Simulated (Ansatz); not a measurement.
## Ta2O5 (Pmmn): the G0W0 gap against the k mesh

Wanted: mesh convergence of the gap correction in Ta2O5 (Pmmn).

Method: G0W0 on LDA, plane waves, PAW; PAW set soft_1, in Ansatz 0.2.0.

### Step 1. The structure

It takes space group Pmmn (No. 59, orthorhombic). The conventional cell has a = 3.841 Å, b = 13.037 Å, c = 3.874 Å, α = 90.00°, β = 90.00°, γ = 90.00°. Nearest to Ta lie 6 O at 1.88 to 2.21 Å. Nearest to O lie 3 Ta at 1.99 to 2.21 Å. Nearest to O lie 2 Ta at 1.88 to 2.00 Å. O has 2 Ta at 1.90 Å nearest. Farther neighbours and most contacts between anions are not listed.

The cell and positions are those that the Materials Project relaxed with its own functionals (PBE, PBE+U or r2SCAN), kept fixed. Spin-orbit coupling is left out unless a step names it.

### Step 2. The 2×1×2 mesh

G0W0 replaces the xc potential by the self-energy, built once from these orbitals. Only a window of levels is corrected, while the sums run over the empty bands that the input names. This step takes PAW set soft_1 files.

Input file input.yaml:

```yaml
crystal:
  lattice:
    - [3.84085413, 0.0, 0.0]
    - [0.0, 13.0373230544, 0.0]
    - [0.0, 0.0, 3.8741645114]
  atoms:
    - { symbol: Ta, position: [0.0, 0.14579693, 0.02271197] }
    - { symbol: Ta, position: [0.5, 0.35420307, 0.97728803] }
    - { symbol: Ta, position: [0.5, 0.64579693, 0.97728803] }
    - { symbol: Ta, position: [0.0, 0.85420307, 0.02271197] }
    - { symbol: O, position: [0.5, 0.18522554, 0.00205837] }
    - { symbol: O, position: [0.0, 0.31477446, 0.99794163] }
    - { symbol: O, position: [0.0, 0.68522554, 0.99794163] }
    - { symbol: O, position: [0.5, 0.81477446, 0.00205837] }
    - { symbol: O, position: [0.0, 0.85107074, 0.50764741] }
    - { symbol: O, position: [0.5, 0.64892926, 0.49235259] }
    - { symbol: O, position: [0.5, 0.35107074, 0.49235259] }
    - { symbol: O, position: [0.5, 0.5, 0.99500122] }
    - { symbol: O, position: [0.0, 0.0, 0.00499878] }
    - { symbol: O, position: [0.0, 0.14892926, 0.50764741] }
kpoints:
  mp_grid: { grid: [2, 1, 2] }
hamiltonian:
  xc: lda
  pseudopotentials: { kind: paw, azcp: { folder: soft_1 }, xc_functional: pbe }
scf:
  occupations: { method: fixed }
gw:
  n_empty_bands: 440
  ecut_chi: 100
  qp_bands: [v4, c4]
  qp_kpoints: band_edges
  screening: { model: contour_deformation }
```

On the command line:

```bash
$ ansatz run input.yaml --threads 2 --pin off --max-ram 92160MiB --backend cuda --events-out ev --progress --plain --runs-dir out --devices 1 --max-vram 13GiB
```

Numbers of over 12 decimals in the logs are rounded to 6 here.

Output:

```text
GPUs: using 1 of 1 available (devices: 1).
Engine: ansatz 0.2.0, x86_64-unknown-linux-gnu
Pseudopotentials: kind: paw
Pseudopotential: Ta, paw, valence charge 13, recommended cutoff 420 eV (normal), soft_1/Ta.paw.azcp
Pseudopotential: O, paw, valence charge 6, recommended cutoff 420 eV (normal), soft_1/O.paw.azcp
Functional definition: SPW92
  exchange = slater_x
  correlation = pw_c
device memory: the entry about to start is reckoned to put 2.2 GiB on a device that reports 30.5 GiB free (of which the cap on the GPU budget leaves the run 13.0 GiB)
GPU FFT provider: cuFFT
GPU libraries: cuBLAS 13.8.2, cuFFT 12.4.0, cuSOLVER 12.3.4
Crystal: 14 atoms, lattice volume = 193.997 Å³
Basis set: ecut = 420 eV, 3823 PW (Γ)
Bands: 70, of which v1, the nominal top of the filled ones, is band 56 counted from 1 (55 counted from 0)
Symmetry: 8 space group operations
Space group: Pmmn (ITA 59), of the structure as read, at distance tolerance 5.8e-5 Å
k-points: 4
Non-local potential: Ta, projectors of the file, l = 0: 3, l = 1: 2, l = 2: 2, l = 3: 1
Non-local potential: O, projectors of the file, l = 0: 2, l = 1: 2, l = 2: 1
PAW form: soft (Blöchl's): semilocal exchange-correlation on the pseudo side does not see the compensation charge
PAW frozen core: Ta, regenerated for the run's functional, and the local potential with it (the file was generated under x = pbe(κ = 0.804, μ = 0.219515), c = pbe(β = 0.066725))
PAW frozen core: O, regenerated for the run's functional, and the local potential with it (the file was generated under x = pbe(κ = 0.804, μ = 0.219515), c = pbe(β = 0.066725))
PAW one-centre angular grid: Ta, 590 points (default); XC on 64 Gauss nodes
PAW one-centre angular grid: O, 110 points (default); XC on 64 Gauss nodes
Initial density: superposition of atomic densities (chi_scale 0.1, normalization cell, long waves kept (reshape's long-wave potential 0.02 eV rms))
Initial wavefunctions: pseudopotential atomic-orbital guess
GPU buffer pool allocated for 65610 grid points (all kernels)
GPU transforms: local potential and band sums: pruned to the plane-wave sphere, on 25×90×25
Functional: x = slater, c = lda
SCF iter   1: F=—  HF=-44301.851328 eV  |F-HF|=—  |Δ(HF+E_count)|=         —  Δρ=6.58e-2  dr2=7.47e0  ethr=3.10e-3  ⟨swp⟩=3.8  Hψ=920  notcnv=0  defer=40
preconditioner: auto → Resta (q_TF=auto, 2.490 Å⁻¹)  ε∞=5.2  [insulator: Δε(μ)=2.673 eV  Ē_g=11.701 eV  n_scr=50 (ndim 8)  ℏωp=23.8 eV  f_vac=0.086  ε∞_Penn≈5.2]
SCF iter   2: F=—  HF=-44300.432664 eV  |F-HF|=—  |Δ(HF+E_count)|=    1.42e0  Δρ=3.46e-2  dr2=1.47e0  ethr=3.10e-3  ⟨swp⟩=2.0  Hψ=474  notcnv=0  defer=44
SCF iter   3: F=—  HF=-44300.121849 eV  |F-HF|=—  |Δ(HF+E_count)|=   3.11e-1  Δρ=1.52e-2  dr2=4.91e-1  ethr=1.32e-3  ⟨swp⟩=2.0  Hψ=362  notcnv=0  defer=48
SCF iter   4: F=—  HF=-44299.994822 eV  |F-HF|=—  |Δ(HF+E_count)|=   1.27e-1  Δρ=3.25e-3  dr2=3.02e-2  ethr=4.38e-4  ⟨swp⟩=2.0  Hψ=400  notcnv=0  defer=48
SCF iter   5: F=—  HF=-44299.999418 eV  |F-HF|=—  |Δ(HF+E_count)|=   4.60e-3  Δρ=3.51e-3  dr2=2.13e-2  ethr=2.70e-5  ⟨swp⟩=2.0  Hψ=465  notcnv=0  defer=48
SCF iter   6: F=—  HF=-44299.996430 eV  |F-HF|=—  |Δ(HF+E_count)|=   2.99e-3  Δρ=6.83e-4  dr2=1.35e-3  ethr=1.90e-5  ⟨swp⟩=2.0  Hψ=396  notcnv=0  defer=48
SCF iter   7: F=—  HF=-44299.997225 eV  |F-HF|=—  |Δ(HF+E_count)|=   7.95e-4  Δρ=1.70e-4  dr2=6.23e-5  ethr=1.21e-6  ⟨swp⟩=2.0  Hψ=351  notcnv=0  defer=42
SCF iter   8: F=—  HF=-44299.997306 eV  |F-HF|=—  |Δ(HF+E_count)|=   8.14e-5  Δρ=1.57e-4  dr2=3.65e-5  ethr=5.56e-8  ⟨swp⟩=2.0  Hψ=413  notcnv=0  defer=34
SCF iter   9: F=—  HF=-44299.997302 eV  |F-HF|=—  |Δ(HF+E_count)|=   4.20e-6  Δρ=2.93e-5  dr2=1.57e-6  ethr=3.26e-8  ⟨swp⟩=2.0  Hψ=404  notcnv=0  defer=34
SCF iter  10: F=-44299.997304 eV  HF=-44299.997304 eV  |F-HF|=5.37e-8  |Δ(HF+E_count)|=   1.54e-6  Δρ=4.70e-6  dr2=6.34e-8  ethr=8.93e-11  ⟨swp⟩=8.8  Hψ=1049  notcnv=0
SCF 1 converged in 10 iterations: F = -44299.997304 eV  dr2 = 6.34e-8
[...]
device memory: the entry about to start is reckoned to put 2.7 GiB on a device that reports 33.7 GiB free (of which the cap on the GPU budget leaves the run 13.0 GiB)
NSCF: frozen V_eff on 4 k-points
[...]
device memory: the entry about to start is reckoned to put 3.4 GiB on a device that reports 34.4 GiB free (of which the cap on the GPU budget leaves the run 13.0 GiB)
NSCF: frozen V_eff on 4 k-points
G₀W₀ screening: q 1/4
[... further progress lines ...]
device memory: the entry about to start is reckoned to put 0.9 GiB on a device that reports 34.8 GiB free (of which the cap on the GPU budget leaves the run 13.0 GiB)
NSCF: frozen V_eff on 1 k-points
device memory: the entry about to start is reckoned to put 0.9 GiB on a device that reports 34.8 GiB free (of which the cap on the GPU budget leaves the run 13.0 GiB)
NSCF: frozen V_eff on 1 k-points
device memory: the entry about to start is reckoned to put 0.9 GiB on a device that reports 34.8 GiB free (of which the cap on the GPU budget leaves the run 13.0 GiB)
NSCF: frozen V_eff on 1 k-points
device memory: the entry about to start is reckoned to put 0.9 GiB on a device that reports 35.0 GiB free (of which the cap on the GPU budget leaves the run 13.0 GiB)
NSCF: frozen V_eff on 1 k-points
SCF converged after 10 iterations
Free energy (F): -44299.997304 eV
Harris-Foulkes:  -44299.997304 eV  (|F-HF|=5.37e-8)
Internal energy: -44299.997304 eV  (E = F + TS)
E sigma→0 (E₀):  -44299.997304 eV
Fermi energy:    6.622033 eV
--- Per-component energies (eV) ---
  E_band       = -1143.033415
  E_kinetic    = 3215.551794
  E_local      = -8833.038589  (includes V_loc(G=0)·N_el)
  E_nonlocal   = 529.807617
  E_hartree    = 3322.298896
  E_xc         = -1963.096750
  E_vxc        = -1822.162759  (∫ρ·V_xc dr)
  E_paw        = -33751.721760  (= ΣΔE_a)
  E_vpaw       = -877.793771  (= ΣTr[D̂ρ^β])
  E_aug_tail   = 0.008480  (compensation charges beyond the density's cutoff)
  E_ewald      = -6821.812195
  E_core_change = 2.005203  (= ΣΔE_core)
  E_smearing   = -0.000000  (= −TS)
  E_closure    = 0.000000  (closes the sum)
  Σ components = -44299.997304   (vs F -44299.997304, Δ=0.00e0)
--- Band table (eV) ---
  k-point 0: bands = [... 52 lower, 5.9327, 5.9905, 6.0588, 6.1023, 8.7406, 8.7702, 9.1617, 9.1960, ... 10 higher]
  k-point 1: bands = [... 52 lower, 4.8887, 5.2840, 6.3545, 6.3726, 10.5651, 10.7201, 11.9869, 12.0654, ... 10 higher]
  k-point 2: bands = [... 52 lower, 5.8046, 5.8046, 5.9816, 5.9816, 9.0694, 9.0694, 9.7300, 9.7300, ... 10 higher]
  k-point 3: bands = [... 52 lower, 6.5291, 6.5291, 6.6220, 6.6220, 9.7799, 9.7799, 11.3837, 11.3837, ... 10 higher]
--- G₀W₀: contour deformation, 6 samples at zero and on the imaginary axis and 1 off it, 4 q-points, 440 empty bands' worth ---
  eigenvalues of the whole cell's RPA ε∞ on this k-mesh (on a slab, of 1 + 4πα/V) = 4.5208, 4.7436, 12.4573; static W/v taken at q = 0 is 0.114916
  gw.qp_kpoints: band_edges: 4 of 4 stored k-points solved, in 1 pass; an edge of the gap read off the rows below is read off those points alone
    ik  band        ε_KS         Σx   Σc(E_QP)       V_xc       Z   E_QP_lin       E_QP  E_QP is
     0    53      5.9327   -25.1434     4.7650   -20.0623  0.7151     5.6141     5.6165  root
     0    54      5.9905   -26.8977     5.0457   -21.5543  0.7211     5.6906     5.6927  root
     0    55      6.0588   -25.4480     4.7283   -20.4414  0.7174     5.7788     5.7806  root
     0    56      6.1023   -28.3765     5.2316   -22.8628  0.7262     5.8184     5.8202  root
     0    57      8.7406   -12.6272    -5.0180   -18.7957  0.7724     9.9208     9.8911  root
     0    58      8.7702   -12.7350    -4.9459   -18.8305  0.7716     9.9494     9.9198  root
     0    59      9.1617   -12.9785    -5.1723   -19.3345  0.7679    10.3795    10.3455  root
     0    60      9.1960   -13.0169    -5.1352   -19.3379  0.7672    10.4157    10.3818  root
     1    53      4.8887   -25.2114     5.0731   -19.8659  0.7079     4.6140     4.6162  root
     1    54      5.2840   -24.9085     4.8926   -19.7408  0.7142     5.0070     5.0089  root
     1    55      6.3545   -25.8650     4.8386   -20.8565  0.7207     6.1841     6.1846  root
     1    56      6.3726   -25.8640     4.7382   -20.9674  0.7212     6.2137     6.2142  root
     1    57     10.5651   -13.6303    -5.3270   -20.1730  0.7575    11.8218    11.7807  root
     1    58     10.7201   -14.1910    -5.0317   -20.4377  0.7548    11.9745    11.9351  root
[...]
3    56      6.6220   -26.2790     4.8874   -21.2562  0.7208     6.4863     6.4867  root
     3    57      9.7799   -13.9582    -4.9282   -20.0998  0.7651    11.0280    10.9932  root
     3    58      9.7799   -13.9582    -4.9282   -20.0998  0.7651    11.0280    10.9932  root
     3    59     11.3837   -14.9148    -5.3837   -21.5994  0.7366    12.7313    12.6846  root
     3    60     11.3837   -14.9148    -5.3837   -21.5994  0.7366    12.7313    12.6846  root
```

Wall time 13 s (1 × NVIDIA H100 80GB HBM3 (shared by 6 runs) with 2 threads of AMD EPYC 7R13 (Zen 3), shared host); peak memory 1.3 GiB.

The column dr2 measures how far the density is from self-consistency, as an energy; F and HF (Harris–Foulkes) agree once it is small.

This step gave:

```yaml
bands_summed: 496
rpa_eps_infinity_on_this_mesh_eigenvalues: 4.521, 4.744, 12.46
plane_waves_in_the_screening_matrix: 433
q_points_in_the_mesh: 4
g0w0_gap_on_the_mesh: 3.404 eV
k_of_the_valence_top: -0.5, 0, -0.5
k_of_the_conduction_bottom: 0, 0, 0
starting_gap_on_the_mesh: 2.119 eV
z_at_the_valence_top: 0.7208
z_at_the_conduction_bottom: 0.7724
least_direct_g0w0_gap_on_the_computed_points: 4.071 eV
```

The gap on the mesh goes from 2.12 eV to 3.40 eV, a correction of +1.29 eV. Between the two edge states, bare exchange in place of the xc potential would open the gap by 11.19 eV, and correlation takes back 9.91 eV.

### Step 3. The 2×2×2 mesh

Only the mesh changes. It samples the long-range screening, which converges on its own terms.

input.yaml: that of step 2 with these lines changed.

```diff
@@ -21,3 +21,3 @@
 kpoints:
-  mp_grid: { grid: [2, 1, 2] }
+  mp_grid: { grid: [2, 2, 2] }
 hamiltonian:
```

Output:

```text
GPUs: using 1 of 1 available (devices: 1).
[...]
GPU FFT provider: cuFFT
GPU libraries: cuBLAS 13.8.2, cuFFT 12.4.0, cuSOLVER 12.3.4
Crystal: 14 atoms, lattice volume = 193.997 Å³
Basis set: ecut = 420 eV, 3823 PW (Γ)
Bands: 70, of which v1, the nominal top of the filled ones, is band 56 counted from 1 (55 counted from 0)
[... 1 set-up line as in the run before ...]
[...]
k-points: 8
[...]
GPU buffer pool allocated for 65610 grid points (all kernels)
[...]
SCF iter   1: F=—  HF=-44301.830803 eV  |F-HF|=—  |Δ(HF+E_count)|=         —  Δρ=6.59e-2  dr2=7.50e0  ethr=3.10e-3  ⟨swp⟩=3.8  Hψ=1866  notcnv=0  defer=82
[...]
SCF iter  10: F=-44299.969866 eV  HF=-44299.969866 eV  |F-HF|=5.58e-8  |Δ(HF+E_count)|=   1.58e-6  Δρ=4.77e-6  dr2=6.44e-8  ethr=8.93e-11  ⟨swp⟩=8.9  Hψ=2154  notcnv=0
SCF 1 converged in 10 iterations: F = -44299.969866 eV  dr2 = 6.44e-8
[...]
0    53      5.9314   -25.1232     4.7361   -20.0625  0.7158     5.6043     5.6068  root
     0    54      5.9897   -26.8522     4.9976   -21.5543  0.7221     5.6873     5.6894  root
     0    55      6.0583   -25.4216     4.6936   -20.4436  0.7184     5.7721     5.7739  root
     0    56      6.1021   -28.3039     5.1646   -22.8604  0.7273     5.8215     5.8232  root
     0    57      8.7379   -12.6387    -4.9962   -18.7966  0.7735     9.9297     9.8996  root
     0    58      8.7676   -12.7368    -4.9329   -18.8317  0.7724     9.9598     9.9296  root
     0    59      9.1589   -12.9863    -5.1549   -19.3354  0.7687    10.3872    10.3530  root
     0    60      9.1933   -13.0199    -5.1225   -19.3389  0.7679    10.4242    10.3898  root
[...]
7    57      9.6706   -13.7483    -4.8747   -19.8293  0.7720    10.9091    10.8770  root
     7    58      9.6706   -13.7483    -4.8747   -19.8293  0.7720    10.9091    10.8770  root
     7    59     11.4546   -15.0763    -5.4065   -21.7741  0.7304    12.7888    12.7460  root
     7    60     11.4546   -15.0763    -5.4065   -21.7741  0.7304    12.7888    12.7460  root
[key lines of the parts left out:]
SCF converged after 10 iterations
Free energy (F): -44299.969866 eV
Fermi energy:    6.634931 eV
```

Run time: 21 s. Hardware: 1 × NVIDIA H100 80GB HBM3 (shared by 6 runs) with 2 threads; peak memory 1.6 GiB; 24 s of CPU time.

Numbers from this step:

```
bands summed                                 : 496
RPA ε∞ on this mesh (eigenvalues)            : 4.731, 4.751, 12.45
plane waves in the screening matrix          : 433
q-points in the mesh                         : 8
G0W0 gap on the mesh                         : 3.400 eV
k of the valence top                         : -0.5, -0.5, -0.5
k of the conduction bottom                   : 0, 0, 0
starting gap on the mesh                     : 2.103 eV
Z at the valence top                         : 0.7219
Z at the conduction bottom                   : 0.7735
least direct G0W0 gap on the computed points : 4.076 eV
```

Against the run with 2×1×2 mesh, 440 empty bands, screening to 100 eV, PAW set soft_1 files, the gap moves by −0.005 eV. A band edge is found at another k point on this mesh.

### Step 4. The 4×2×4 mesh

input.yaml: that of step 3 with these lines changed.

```diff
@@ -21,3 +21,3 @@
 kpoints:
-  mp_grid: { grid: [2, 2, 2] }
+  mp_grid: { grid: [4, 2, 4] }
 hamiltonian:
```

Output:

```text
GPUs: using 1 of 1 available (devices: 1).
[...]
GPU FFT provider: cuFFT
GPU libraries: cuBLAS 13.8.2, cuFFT 12.4.0, cuSOLVER 12.3.4
Crystal: 14 atoms, lattice volume = 193.997 Å³
Basis set: ecut = 420 eV, 3823 PW (Γ)
Bands: 70, of which v1, the nominal top of the filled ones, is band 56 counted from 1 (55 counted from 0)
[... 1 set-up line as in the run before ...]
[...]
k-points: 18 of 32
[...]
14    60     11.4608   -14.8426    -5.2892   -21.5665  0.7526    12.9424    12.8955  root *
[...]
17    57      9.7562   -13.6200    -4.8571   -19.8157  0.7831    11.1253    11.0947  root
    17    58      9.7562   -13.6200    -4.8571   -19.8157  0.7831    11.1253    11.0947  root
    17    59     11.5351   -15.0101    -5.3026   -21.7465  0.7493    13.0168    12.9689  root
    17    60     11.5351   -15.0101    -5.3026   -21.7465  0.7493    13.0168    12.9689  root
[key lines of the parts left out:]
SCF converged after 10 iterations
Free energy (F): -44300.938448 eV
Fermi energy:    6.595912 eV
```

Wall time 42 s (1 × NVIDIA H100 80GB HBM3 (shared by 6 runs) with 2 threads); peak memory 2.3 GiB; 65 s of CPU time.

Numbers from this step:

```
bands summed                                 : 496
RPA ε∞ on this mesh (eigenvalues)            : 4.636, 4.876, 7.069
plane waves in the screening matrix          : 433
G0W0 gap on the mesh                         : 3.643 eV
k of the valence top                         : -0.5, -0.5, -0.5
k of the conduction bottom                   : 0, 0, 0
starting gap on the mesh                     : 2.214 eV
least direct G0W0 gap on the computed points : 4.316 eV
```

Against the run with 2×2×2 mesh, 440 empty bands, screening to 100 eV, PAW set soft_1 files, the gap moves by +0.24 eV, while the start moved by +0.11 eV.

### Step 5. The 6×2×6 mesh

input.yaml: that of step 4 with these lines changed.

```diff
@@ -21,3 +21,3 @@
 kpoints:
-  mp_grid: { grid: [4, 2, 4] }
+  mp_grid: { grid: [6, 2, 6] }
 hamiltonian:
```

Output:

```text
GPUs: using 1 of 1 available (devices: 1).
[...]
GPU FFT provider: cuFFT
GPU libraries: cuBLAS 13.8.2, cuFFT 12.4.0, cuSOLVER 12.3.4
Crystal: 14 atoms, lattice volume = 193.997 Å³
Basis set: ecut = 420 eV, 3823 PW (Γ)
Bands: 70, of which v1, the nominal top of the filled ones, is band 56 counted from 1 (55 counted from 0)
[... 1 set-up line as in the run before ...]
[...]
k-points: 32 of 72
[...]
27    60     11.4672   -14.8407    -5.2799   -21.5641  0.7543    12.9603    12.9106  root *
[...]
31    57      9.7624   -13.6097    -4.8527   -19.8131  0.7842    11.1429    11.1131  root
    31    58      9.7624   -13.6097    -4.8527   -19.8131  0.7842    11.1429    11.1131  root
    31    59     11.5413   -15.0088    -5.2935   -21.7439  0.7511    13.0343    12.9829  root
    31    60     11.5413   -15.0088    -5.2935   -21.7439  0.7511    13.0343    12.9829  root
[key lines of the parts left out:]
SCF converged after 11 iterations
Free energy (F): -44300.993216 eV
Fermi energy:    6.588793 eV
```

Wall time 2.5 min (1 × NVIDIA H100 80GB HBM3 (shared by 6 runs) with 2 threads); peak memory 3.2 GiB.

Numbers from this step:

```
bands summed                                 : 496
RPA ε∞ on this mesh (eigenvalues)            : 4.633, 4.655, 6.452
plane waves in the screening matrix          : 433
G0W0 gap on the mesh                         : 3.662 eV
k of the valence top                         : -0.5, -0.5, -0.5
k of the conduction bottom                   : 0, 0, 0
starting gap on the mesh                     : 2.226 eV
least direct G0W0 gap on the computed points : 4.330 eV
```

Against the run with 4×2×4 mesh, 440 empty bands, screening to 100 eV, PAW set soft_1 files, the gap moves by +0.019 eV.

### Step 6. The meshes together

Times are wall times on 1 × NVIDIA H100 80GB HBM3 (shared by 6 runs) with 2 threads of AMD EPYC 7R13 (Zen 3), shared host, good to a factor of about two.

```csv
mesh,points,irreducible,start (eV),G0W0 (eV),shift (eV),RPA ε∞ (mean),time
2×1×2,4,4,2.119,3.404,+1.286,7.24,13 s
2×2×2,8,8,2.103,3.400,+1.297,7.31,21 s
4×2×4,32,18,2.214,3.643,+1.429,5.53,42 s
6×2×6,72,32,2.226,3.662,+1.435,5.25,2.5 min
```

### Step 7. What came out

| Property | Result |
| --- | --- |
| 2×1×2 | 3.404 eV (shift +1.286) |
| 2×2×2 | 3.400 eV (shift +1.297) |
| 4×2×4 | 3.643 eV (shift +1.429) |
| 6×2×6 | 3.662 eV (shift +1.435) |
| settings | LDA start, 440 empty bands, 100 eV |

What this shows: The shift is +1.29 eV on 2×1×2 and +1.44 eV on 6×2×6; the last step moves it by +0.006 eV. The RPA ε∞ (mean) ranges from 5.25 to 7.31 and ends at 5.25; the coarsest mesh overstates it. The starting gap changes too, by 0.12 eV, since the meshes hold different points and converge the density differently. From 4 to 72 points the time grows 12-fold. Bands and cutoff are modest here, so the values stand off the basis limit. The many-body steps are scalar-relativistic: spin-orbit coupling is not in them.

[Paths, hosts, dates, memory and timing lines, banners, echoed tables and standing remarks are left out of the program output.]

[Logs are printed without paths, hosts, clocks, repeated set-up lines and the standing remarks that a program may print on its own settings, such as how far it seeks lower states.]

[Runs of the session that timed out or met a known fault of the program may be left out.]

[Cells called generated may have been cut or substituted from an entry of the Crystallography Open Database or the Materials Project.]

[Hosts, paths, dates, database ids (printed as entryN), source tags and the programs' standing remarks are cut or masked in the printed files.]
